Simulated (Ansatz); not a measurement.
# (SrO)1(MgS)3 [001] superlattice, started as rocksalt type: a soft mode frozen in, part 2 of 3

Wanted: the energy along a soft mode of (SrO)1(MgS)3 [001] superlattice, started as rocksalt type and the structure at the end.

Ansatz 0.2.0; DFT PBE, scalar-relativistic, plane waves, PAW.

So far. Step 2 (Zone-centre response): Before it was imposed, the acoustic sum rule was missed by 5.5e-4 eV/Å² and the charge sum rule by 0.016 e. Small misses are needed for a sound result but don't prove that mesh and cutoff are converged. The lowest optical mode is imaginary, 201.3i cm⁻¹, so the energy falls along it. Step 3 (The mode frozen in, largest atomic shift 0 Å): At this level the gap is 2.42 eV on the k-mesh of the self-consistent run, which can miss the band edges.

The structure was built from a prototype and need not be the compound's stable phase.

**4. The mode frozen in, largest atomic shift 0.32 Å**

The atoms are moved along the unstable eigenvector, the largest shift by 0.32 Å, with the cell fixed.

Input file input.yaml:

```yaml
crystal:
  lattice:
    - [2.585510553, 2.585510553, 0.0]
    - [-2.585510553, 2.585510553, 0.0]
    - [0.0, 0.0, 10.8311337944]
  atoms:
    - { symbol: Mg, position: [0.5, 0.5, 0.2657415685] }
    - { symbol: Mg, position: [0.0, 0.0, 0.5033361782] }
    - { symbol: Mg, position: [0.5, 0.5, 0.7712650766] }
    - { symbol: O, position: [0.5, 0.5, -0.0295444601] }
    - { symbol: S, position: [0.0, 0.0, 0.2598035901] }
    - { symbol: S, position: [0.5, 0.5, 0.496375289] }
    - { symbol: S, position: [0.0, 0.0, 0.7352745322] }
    - { symbol: Sr, position: [0.0, 0.0, -0.0026688755] }
kpoints:
  mp_grid: { grid: [8, 8, 2] }
hamiltonian:
  xc: pbe
scf:
  occupations: { method: gaussian, width: 0.02 }
output:
  forces: true
  stress: true
  eigenvalues: true
  write_density: true
  write_potential: true
  elf: true
  volumetric_format: npy
```

Started as:

```bash
ansatz run input.yaml --threads 4 --pin off --max-ram 14336MiB --backend cpu --events-out ev --progress --plain --runs-dir out
```

Numbers of over 12 decimals in the logs are rounded to 6 here.

The program printed:

```text
[...]
Crystal: 8 atoms, lattice volume = 144.809 Å³
Basis set: ecut = 420 eV, 2821 PW (Γ), exchange–correlation on 50×50×150 points (8 copies of the dense FFT grid, shifted against one another)
Bands: 40, of which v1, the nominal top of the filled ones, is band 32 counted from 1 (31 counted from 0)
Symmetry: 8 space group operations
[...]
k-points: 30 of 128
[...]
k-point 0: bands = [... 28 lower, 6.0205, 6.3061, 6.4544, 6.4544, 9.1533, 10.2730, 10.3136, 11.0937, ... 4 higher]
  k-point 1: bands = [... 28 lower, 6.0431, 6.0431, 6.4159, 6.4159, 9.5474, 10.2584, 10.3129, 11.1279, ... 4 higher]
  k-point 2: bands = [... 28 lower, 5.8581, 5.9360, 6.3459, 6.4355, 9.6624, 10.6237, 10.7754, 11.3535, ... 4 higher]
  k-point 29: bands = [... 28 lower, 4.9191, 5.0190, 5.8074, 5.8074, 9.1204, 10.1878, 10.8144, 10.8144, ... 4 higher]
[key lines of the parts left out:]
SCF converged after 7 iterations
Free energy (F): -12600.578187 eV
Fermi energy:    7.625699 eV
P = ⅓ Tr σ = 0.7846 GPa (7.846 kbar)
```

It took 5.6 s on 4 threads of Arm Neoverse V1, shared host; peak memory 0.48 GiB.

This step gave:

* pressure: 0.7846 GPa
* gap on the k-mesh: 2.342 eV
* energy from the undistorted cell: -25.46 meV/atom

The energy, extrapolated to zero smearing, is -25.46 meV/atom against the undistorted cell.

The run ends at a pressure of 0.78 GPa, with forces up to 0.39 eV/Å.

**5. Energy along the mode, all amplitudes (two of the runs are shown above)**

An imaginary frequency means negative curvature, so the energy should fall and then rise again as anharmonic terms take over.

This step gave:

| Quantity | Value |
| --- | --- |
| depth at the lowest point sampled | 25.46 meV/atom |
| largest atomic shift at that point | 0.32 Å |

Table of energy from the parent by largest atomic shift:

| largest atomic shift (Å) | energy from the parent (meV/atom) |
| --- | --- |
| 0.000 | 0 |
| 0.040 | -0.549 |
| 0.080 | -2.17 |
| 0.140 | -6.43 |
| 0.220 | -14.6 |
| 0.320 | -25.5 |
| 0.450 | -25.4 |
| 0.600 | 53.2 |

Displacement at unit largest shift by atom:

| atom | x (Å) | y (Å) | z (Å) | size |
| --- | --- | --- | --- | --- |
| Mg1 | 0.00 | 0.00 | 0.63 | 0.63 |
| Mg2 | 0.00 | 0.00 | 0.11 | 0.11 |
| Mg3 | 0.00 | 0.00 | 0.63 | 0.63 |
| O4 | 0.00 | 0.00 | -1.00 | 1.00 |
| S5 | 0.00 | 0.00 | -0.08 | 0.08 |
| S6 | 0.00 | 0.00 | -0.12 | 0.12 |
| S7 | 0.00 | 0.00 | -0.08 | 0.08 |
| Sr8 | 0.00 | 0.00 | -0.09 | 0.09 |

The lowest of the steps tried is at 0.32 Å, 25.5 meV/atom below the parent; the bottom of the well need not coincide with a step.

**6. Relaxing from the distorted cell**

Starting from the lowest point found, all atoms and the cell are let go, so that strain and other modes of the same symmetry can join in.

Edit input.yaml of step 4 so:

```diff
@@ -19,3 +19,3 @@
 scf:
-  occupations: { method: gaussian, width: 0.02 }
+  occupations: { method: fixed }
 output:
@@ -24,5 +24,6 @@
   eigenvalues: true
-  write_density: true
-  write_potential: true
-  elf: true
-  volumetric_format: npy
+relax:
+  adjacent_minimum: "off"
+  f_tol: 0.002
+  max_steps: 120
+  cell: { stress_tol: 0.03 }
```

The program printed:

```text
[...]
Crystal: 8 atoms, lattice volume = 144.809 Å³
Basis set: ecut = 420 eV, 2821 PW (Γ), exchange–correlation on 50×50×150 points (8 copies of the dense FFT grid, shifted against one another)
Bands: 40, of which v1, the nominal top of the filled ones, is band 32 counted from 1 (31 counted from 0)
Symmetry: 8 space group operations
[...]
k-points: 30 of 128
[...]
SCF iter   1: F=—  HF=-12600.580028 eV  |F-HF|=—  |Δ(HF+E_count)|=         —  Δρ=1.13e-3  dr2=5.46e-3  ethr=1.77e-3  ⟨swp⟩=5.5  Hψ=4586  notcnv=0  defer=134
[...]
SCF iter   7: F=-12600.578187 eV  HF=-12600.578187 eV  |F-HF|=6.23e-9  |Δ(HF+E_count)|=   1.73e-7  Δρ=4.28e-6  dr2=3.09e-8  ethr=1.56e-10  ⟨swp⟩=14.4  Hψ=8373  notcnv=0
SCF 1 converged in 7 iterations: F = -12600.578187 eV  dr2 = 3.09e-8
[...]
relax step   1: F+E_penalty+E_count = -12600.57818654 eV  Δ(F+E_penalty+E_count) = +0.000e0 eV  max|allowed force component| = 3.876e-1 eV/Å  Δτ_max = 0.0000 Å  P = +0.785 GPa  Ω = 144.809 Å³  (7 SCF iters, dr2 threshold 1.00e-7 eV, accepted)
Crystal: 8 atoms, lattice volume = 150.013 Å³
Basis set: ecut = 420 eV, 2925 PW (Γ), exchange–correlation on 50×50×150 points (8 copies of the dense FFT grid, shifted against one another)
[...]
iter 1 solved again at ethr=5.66e-4 eV; its pass at ethr=3.10e-3 eV (dr2=3.62e-1 eV) is discarded
[...]
SCF iter   7: F=-12600.662266 eV  HF=-12600.662266 eV  |F-HF|=8.10e-8  |Δ(HF+E_count)|=   6.33e-6  Δρ=1.42e-5  dr2=5.08e-7  ethr=1.25e-9  ⟨swp⟩=13.6  Hψ=7665  notcnv=0
SCF 2 converged in 7 iterations: F = -12600.662266 eV  dr2 = 5.08e-7
relax step   2: F+E_penalty+E_count = -12600.66226588 eV  Δ(F+E_penalty+E_count) = -8.408e-2 eV  max|allowed force component| = 7.199e-1 eV/Å  Δτ_max = 0.1948 Å  P = -0.393 GPa  Ω = 150.013 Å³  energy of the carried Pulay correction = -2.794e-3 eV  (7 SCF iters, dr2 threshold 8.00e-7 eV, accepted)
Crystal: 8 atoms, lattice volume = 151.223 Å³
Basis set: ecut = 420 eV, 2911 PW (Γ), exchange–correlation on 50×50×150 points (8 copies of the dense FFT grid, shifted against one another)
[...]
SCF iter   7: F=-12600.748166 eV  HF=-12600.748166 eV  |F-HF|=1.70e-8  |Δ(HF+E_count)|=   5.41e-7  Δρ=5.82e-6  dr2=6.03e-8  ethr=1.25e-9  ⟨swp⟩=13.4  Hψ=7187  notcnv=0
SCF 3 converged in 7 iterations: F = -12600.748166 eV  dr2 = 6.03e-8
[...]
relax step   3: F+E_penalty+E_count = -12600.74816636 eV  Δ(F+E_penalty+E_count) = -8.590e-2 eV  max|allowed force component| = 5.027e-1 eV/Å  Δτ_max = 0.0881 Å  P = -0.308 GPa  Ω = 151.223 Å³  energy of the carried Pulay correction = -3.429e-3 eV  (7 SCF iters, dr2 threshold 8.00e-7 eV, accepted)
[... from here on, the SCF cycles and remarks between the steps are left out ...]
relax step   4: F+E_penalty+E_count = -12600.78716663 eV  Δ(F+E_penalty+E_count) = -3.900e-2 eV  max|allowed force component| = 4.358e-1 eV/Å  Δτ_max = 0.0542 Å  P = +0.252 GPa  Ω = 150.651 Å³  energy of the carried Pulay correction = -3.130e-3 eV  (7 SCF iters, dr2 threshold 8.00e-7 eV, accepted)
relax step   5: F+E_penalty+E_count = -12600.82118165 eV  Δ(F+E_penalty+E_count) = -3.402e-2 eV  max|allowed force component| = 1.841e-1 eV/Å  Δτ_max = 0.0822 Å  P = +0.347 GPa  Ω = 150.917 Å³  energy of the carried Pulay correction = -3.269e-3 eV  (6 SCF iters, dr2 threshold 8.00e-7 eV, accepted)
relax step   6: F+E_penalty+E_count = -12600.82785893 eV  Δ(F+E_penalty+E_count) = -6.677e-3 eV  max|allowed force component| = 1.427e-1 eV/Å  Δτ_max = 0.0423 Å  P = +0.010 GPa  Ω = 152.740 Å³  energy of the carried Pulay correction = -4.219e-3 eV  (6 SCF iters, dr2 threshold 8.00e-7 eV, accepted)
relax step   7: F+E_penalty+E_count = -12600.82999325 eV  Δ(F+E_penalty+E_count) = -2.134e-3 eV  max|allowed force component| = 8.645e-2 eV/Å  Δτ_max = 0.0407 Å  P = -0.161 GPa  Ω = 153.076 Å³  energy of the carried Pulay correction = -4.393e-3 eV  (6 SCF iters, dr2 threshold 8.00e-7 eV, accepted)
relax step   8: F+E_penalty+E_count = -12600.83010513 eV  Δ(F+E_penalty+E_count) = -1.119e-4 eV  max|allowed force component| = 1.039e-1 eV/Å  Δτ_max = 0.0222 Å  P = +0.291 GPa  Ω = 152.067 Å³  energy of the carried Pulay correction = -3.870e-3 eV  (6 SCF iters, dr2 threshold 4.67e-7 eV, rejected (line search))
relax step   9: F+E_penalty+E_count = -12600.83177650 eV  Δ(F+E_penalty+E_count) = -1.783e-3 eV  max|allowed force component| = 2.310e-2 eV/Å  Δτ_max = 0.0109 Å  P = -0.022 GPa  Ω = 152.802 Å³  energy of the carried Pulay correction = -4.251e-3 eV  (9 SCF iters, accepted)
relax step  10: F+E_penalty+E_count = -12600.83191153 eV  Δ(F+E_penalty+E_count) = -1.350e-4 eV  max|allowed force component| = 4.821e-3 eV/Å  Δτ_max = 0.0041 Å  P = -0.002 GPa  Ω = 152.718 Å³  energy of the carried Pulay correction = -4.208e-3 eV  (6 SCF iters, dr2 threshold 3.33e-8 eV, accepted)
relax step  11: F+E_penalty+E_count = -12600.83192027 eV  Δ(F+E_penalty+E_count) = -8.746e-6 eV  max|allowed force component| = 2.093e-3 eV/Å  Δτ_max = 0.0006 Å  P = -0.002 GPa  Ω = 152.707 Å³  energy of the carried Pulay correction = -4.202e-3 eV  (6 SCF iters, dr2 threshold 1.45e-9 eV, accepted)
relax step  12: F+E_penalty+E_count = -12600.83192295 eV  Δ(F+E_penalty+E_count) = -2.676e-6 eV  max|allowed force component| = 8.329e-4 eV/Å  Δτ_max = 0.0002 Å  P = +0.000 GPa  Ω = 152.703 Å³  energy of the carried Pulay correction = -4.200e-3 eV  (6 SCF iters, dr2 threshold 2.74e-10 eV, accepted)
relax step  13: F+E_penalty+E_count = -12600.84589634 eV  Δ(F+E_penalty+E_count) = -1.397e-2 eV  max|allowed force component| = 5.190e-3 eV/Å  Δτ_max = 0.0000 Å  P = +0.126 GPa  Ω = 152.703 Å³  stress off target by 3.08e-1 GPa  SCF on the basis re-selected at this cell (its energy is not comparable with the rows above)  (8 SCF iters)
relax step  14: F+E_penalty+E_count = -12600.84611238 eV  Δ(F+E_penalty+E_count) = -2.160e-4 eV  max|allowed force component| = 4.889e-2 eV/Å  Δτ_max = 0.0116 Å  P = -0.048 GPa  Ω = 153.435 Å³  energy of the carried Pulay correction = -3.654e-4 eV  (6 SCF iters, dr2 threshold 2.37e-7 eV, accepted)
relax step  15: F+E_penalty+E_count = -12600.84648770 eV  Δ(F+E_penalty+E_count) = -3.753e-4 eV  max|allowed force component| = 1.367e-2 eV/Å  Δτ_max = 0.0049 Å  P = -0.026 GPa  Ω = 153.384 Å³  energy of the carried Pulay correction = -3.355e-4 eV  (5 SCF iters, dr2 threshold 1.49e-7 eV, accepted)
relax step  16: F+E_penalty+E_count = -12600.84655141 eV  Δ(F+E_penalty+E_count) = -6.371e-5 eV  max|allowed force component| = 2.802e-3 eV/Å  Δτ_max = 0.0017 Å  P = -0.002 GPa  Ω = 153.360 Å³  energy of the carried Pulay correction = -3.193e-4 eV  (6 SCF iters, dr2 threshold 1.17e-8 eV, accepted)
relax step  17: F+E_penalty+E_count = -12600.84654911 eV  Δ(F+E_penalty+E_count) = +2.298e-6 eV  max|allowed force component| = 7.839e-4 eV/Å  Δτ_max = 0.0005 Å  P = -0.001 GPa  Ω = 153.369 Å³  energy of the carried Pulay correction = -3.235e-4 eV  (6 SCF iters, dr2 threshold 4.91e-10 eV, accepted)
[...]
SCF iter   1: F=—  HF=-12600.846818 eV  |F-HF|=—  |Δ(HF+E_count)|=         —  Δρ=2.72e-5  dr2=1.51e-7  ethr=8.24e-7  ⟨swp⟩=3.0  Hψ=7597  notcnv=0  defer=178
eigensolver tolerance schedule: the retry pair's looser diagonalisation over-reported the residual by 3484.06 of it (diagonalisation noise at 12.55 of the residual, at the tolerance the schedule requests for it); recorded, not acted on — ethr = c·dr2/N_el stays at c = 1.0e-1
[...]
SCF iter   2: F=—  HF=-12600.846909 eV  |F-HF|=—  |Δ(HF+E_count)|=   9.14e-5  Δρ=1.40e-5  dr2=7.80e-8  ethr=2.36e-10  ⟨swp⟩=3.7  Hψ=3048  notcnv=0  defer=167
[...]
SCF iter   6: F=-12600.846911 eV  HF=-12600.846911 eV  |F-HF|=7.28e-12  |Δ(HF+E_count)|=  1.40e-10  Δρ=9.23e-8  dr2=8.75e-12  ethr=1.00e-12  ⟨swp⟩=17.1  Hψ=8782  notcnv=0
SCF 18 converged in 6 iterations: F = -12600.846911 eV  dr2 = 8.75e-12
relax step  18: F+E_penalty+E_count = -12600.84691093 eV  Δ(F+E_penalty+E_count) = -3.618e-4 eV  max|allowed force component| = 7.911e-4 eV/Å  Δτ_max = 0.0000 Å  P = -0.000 GPa  Ω = 153.369 Å³  stress off target by 3.67e-3 GPa  SCF on the basis re-selected at this cell (its energy is not comparable with the rows above)  (6 SCF iters)
[...]
SCF converged after 6 iterations
Free energy (F): -12600.846911 eV
[...]
Internal energy: -12600.846911 eV  (E = F + TS)
E sigma→0 (E₀):  -12600.846911 eV
Fermi energy:    5.710370 eV
[...]
--- Forces (eV/Å), atoms counted from 1 ---
  atom   1  Mg    -0.00000000    -0.00000000     0.00064565
  atom   2  Mg    -0.00000000     0.00000000     0.00079038
  atom   3  Mg    -0.00000000     0.00000000     0.00008548
  atom   4  O     -0.00000000     0.00000000     0.00025299
  atom   5  S      0.00000000     0.00000000    -0.00035248
  atom   6  S      0.00000000     0.00000000    -0.00045694
  atom   7  S      0.00000000     0.00000000    -0.00063360
  atom   8  Sr     0.00000000    -0.00000000    -0.00033733
  max |Σ_I F_I| component: 5.84e-6 eV/Å
--- Stress (GPa, compression-positive) ---
       -0.002524      -0.000000       0.000000
       -0.000000      -0.002524      -0.000000
        0.000000      -0.000000       0.003668
  P = ⅓ Tr σ = -0.0005 GPa (-0.005 kbar)
--- Band table (eV; the first three rows and the last of 30) ---
  k-point 0: bands = [... 28 lower, 5.4030, 5.4030, 5.6478, 5.6478, 8.8649, 9.5712, 9.7162, 10.2471, ... 4 higher]
  k-point 1: bands = [... 28 lower, 5.3961, 5.3961, 5.6423, 5.6423, 9.2997, 9.7166, 9.7228, 9.8662, ... 4 higher]
  k-point 2: bands = [... 28 lower, 5.0398, 5.4062, 5.4577, 5.6474, 9.4322, 9.9906, 10.1453, 10.6628, ... 4 higher]
  k-point 29: bands = [... 28 lower, 4.3453, 4.8908, 4.8908, 4.8954, 8.7021, 9.1874, 9.3227, 10.5067, ... 4 higher]
--- Relaxed structure (16 steps of the walk, 15 accepted, 2 SCFs on fresh bases) ---
  F+E_penalty+E_count = -12600.84691093 eV   max|allowed force component| = 7.911e-4 eV/Å   (the final SCF, on the basis selected at the relaxed cell)
  cell:  # Å, volume = 153.3694 Å³
    - [2.532138, 2.532138, 0]
    - [-2.532138, 2.532138, 0]
    - [0, 0, 11.960074]
  atoms:
    - { symbol: Mg, position: [0.5, 0.5, 0.285885] }
    - { symbol: Mg, position: [0, 0, 0.525147] }
    - { symbol: Mg, position: [0.5, 0.5, 0.781970] }
    - { symbol: O, position: [0.5, 0.5, -0.051447] }
    - { symbol: S, position: [0, 0, 0.241522] }
    - { symbol: S, position: [0.5, 0.5, 0.492897] }
    - { symbol: S, position: [0, 0, 0.735199] }
    - { symbol: Sr, position: [0, 0, -0.011591] }
```

It took 81 s on 4 threads; peak memory 0.52 GiB; 5.3 min of CPU time.

Step by step:

| step | energy less that of the first step (eV) | largest force component (eV/Å) | pressure (GPa) | volume (Å³) |
| --- | --- | --- | --- | --- |
| 1 | 0.0000 | 0.3876 | 0.78 | 144.81 |
| 2 | -0.0841 | 0.7199 | -0.39 | 150.01 |
| 3 | -0.1700 | 0.5027 | -0.31 | 151.22 |
| 4 | -0.2090 | 0.4358 | 0.25 | 150.65 |
| 5 | -0.2430 | 0.1841 | 0.35 | 150.92 |
| 6 | -0.2497 | 0.1427 | 0.01 | 152.74 |
| 7 | -0.2518 | 0.0864 | -0.16 | 153.08 |
| 8 | -0.2519 | 0.1039 | 0.29 | 152.07 |
| 9 | -0.2536 | 0.0231 | -0.02 | 152.80 |
| 10 | -0.2537 | 0.0048 | 0.00 | 152.72 |
| 11 | -0.2537 | 0.0021 | 0.00 | 152.71 |
| 12 | -0.2537 | 0.0008 | 0.00 | 152.70 |
| 13* | -0.2677 | 0.0052 | 0.13 | 152.70 |
| 14 | -0.2679 | 0.0489 | -0.05 | 153.44 |
| 15 | -0.2683 | 0.0137 | -0.03 | 153.38 |
| 16 | -0.2684 | 0.0028 | 0.00 | 153.36 |
| 17 | -0.2684 | 0.0008 | 0.00 | 153.37 |
| 18* | -0.2687 | 0.0008 | 0.00 | 153.37 |

Relaxation steps marked * repeat the geometry before them on a plane-wave basis chosen anew for their cell, so energy and pressure can jump there. Relaxation step 8 was tried and not accepted.

Forces are held to the 8 operations that the run works with; a distortion that breaks them can't arise in this run.

| conventional cell, symmetrised | before | after | change |
| --- | --- | --- | --- |
| a (Å) | 3.656 | 3.581 | -2.1 % |
| b (Å) | 3.656 | 3.581 | -2.1 % |
| c (Å) | 10.831 | 11.960 | +10.4 % |
| volume (Å³/atom) | 18.10 | 19.17 | +5.9 % |

The atoms that moved most (Å, as changes of fractional coordinates times the final cell):

| atom | dx | dy | dz | length |
| --- | --- | --- | --- | --- |
| O4 | 0.000 | 0.000 | -0.262 | 0.262 |
| Mg2 | 0.000 | 0.000 | 0.261 | 0.261 |
| Mg1 | 0.000 | 0.000 | 0.241 | 0.241 |
| S5 | 0.000 | 0.000 | -0.219 | 0.219 |
| Mg3 | 0.000 | 0.000 | 0.128 | 0.128 |
| Sr8 | 0.000 | 0.000 | -0.107 | 0.107 |
| S6 | 0.000 | 0.000 | -0.042 | 0.042 |

Numbers from this step:

| Quantity | Value |
| --- | --- |
| pressure | -4.60e-4 GPa |
| gap on the k-mesh | 2.816 eV |
| volume per atom | 19.17 Å³ |

The distorted start has space group P4mm; the relaxation ends in P4mm.

**7. The new phase in its own primitive cell**

The relaxed structure is symmetrised, reduced to its primitive cell and relaxed tightly, as its phonons need.

Input file input.yaml:

```yaml
crystal:
  lattice:
    - [3.5809842334, 0.0, 0.0]
    - [0.0, 3.5809842334, 0.0]
    - [0.0, 0.0, 11.9600741758]
  atoms:
    - { symbol: Mg, position: [0.5, 0.5, 0.2858851379] }
    - { symbol: Mg, position: [0.0, 0.0, 0.5251472834] }
    - { symbol: Mg, position: [0.5, 0.5, 0.7819702845] }
    - { symbol: O, position: [0.5, 0.5, 0.948552876] }
    - { symbol: S, position: [0.0, 0.0, 0.2415221149] }
    - { symbol: S, position: [0.5, 0.5, 0.4928971461] }
    - { symbol: S, position: [0.0, 0.0, 0.7351988497] }
    - { symbol: Sr, position: [0.0, 0.0, 0.9884092066] }
kpoints:
  mp_grid: { grid: [6, 6, 2] }
hamiltonian:
  xc: pbe
scf:
  occupations: { method: fixed }
output:
  forces: true
  stress: true
  eigenvalues: true
relax:
  adjacent_minimum: "off"
  f_tol: 0.001
  max_steps: 60
  cell: { stress_tol: 0.01 }
```

The program printed:

```text
[...]
Crystal: 8 atoms, lattice volume = 153.369 Å³
Basis set: ecut = 420 eV, 2947 PW (Γ), exchange–correlation on 48×48×160 points (8 copies of the dense FFT grid, shifted against one another)
Bands: 40, of which v1, the nominal top of the filled ones, is band 32 counted from 1 (31 counted from 0)
Symmetry: 8 space group operations
[...]
k-points: 20 of 72
[...]
- [0.0, 3.581543, 0.0]
    - [0, 0.0, 11.956703]
  atoms:
    - { symbol: Mg, position: [0.500000, 0.500000, 0.285907] }
    - { symbol: Mg, position: [0, 0, 0.525088] }
    - { symbol: Mg, position: [0.500000, 0.500000, 0.781922] }
    - { symbol: O, position: [0.500000, 0.500000, 0.948557] }
    - { symbol: S, position: [0, 0, 0.241597] }
    - { symbol: S, position: [0.500000, 0.500000, 0.492946] }
    - { symbol: S, position: [0, 0, 0.735177] }
    - { symbol: Sr, position: [0, 0, 0.988390] }
[key lines of the parts left out:]
SCF converged after 7 iterations
Free energy (F): -12600.841663 eV
Fermi energy:    5.707387 eV
P = ⅓ Tr σ = -0.0009 GPa (-0.009 kbar)
```

Wall time 14 s (4 threads); peak memory 0.48 GiB.

Little changed from the start: no atom moved by 0.005 Å and no cell edge by 0.1 %.

This step gave:

| Item | Value |
| --- | --- |
| pressure | -8.51e-4 GPa |
| gap on the k-mesh | 2.818 eV |
| direct gap on mesh | 3.215 eV |

The largest force component left is 0.83 meV/Å and the pressure is -0.001 GPa, within the tolerances set. The cell now holds 19.17 Å³/atom.

[end of part 2 of 3]

[Logs are printed without paths, hosts, clocks, repeated set-up lines and the standing remarks that a program may print on its own settings, such as how far it seeks lower states.]

[Hosts, paths, dates, database ids (printed as entryN), source tags and the programs' standing remarks are cut or masked in the printed files.]
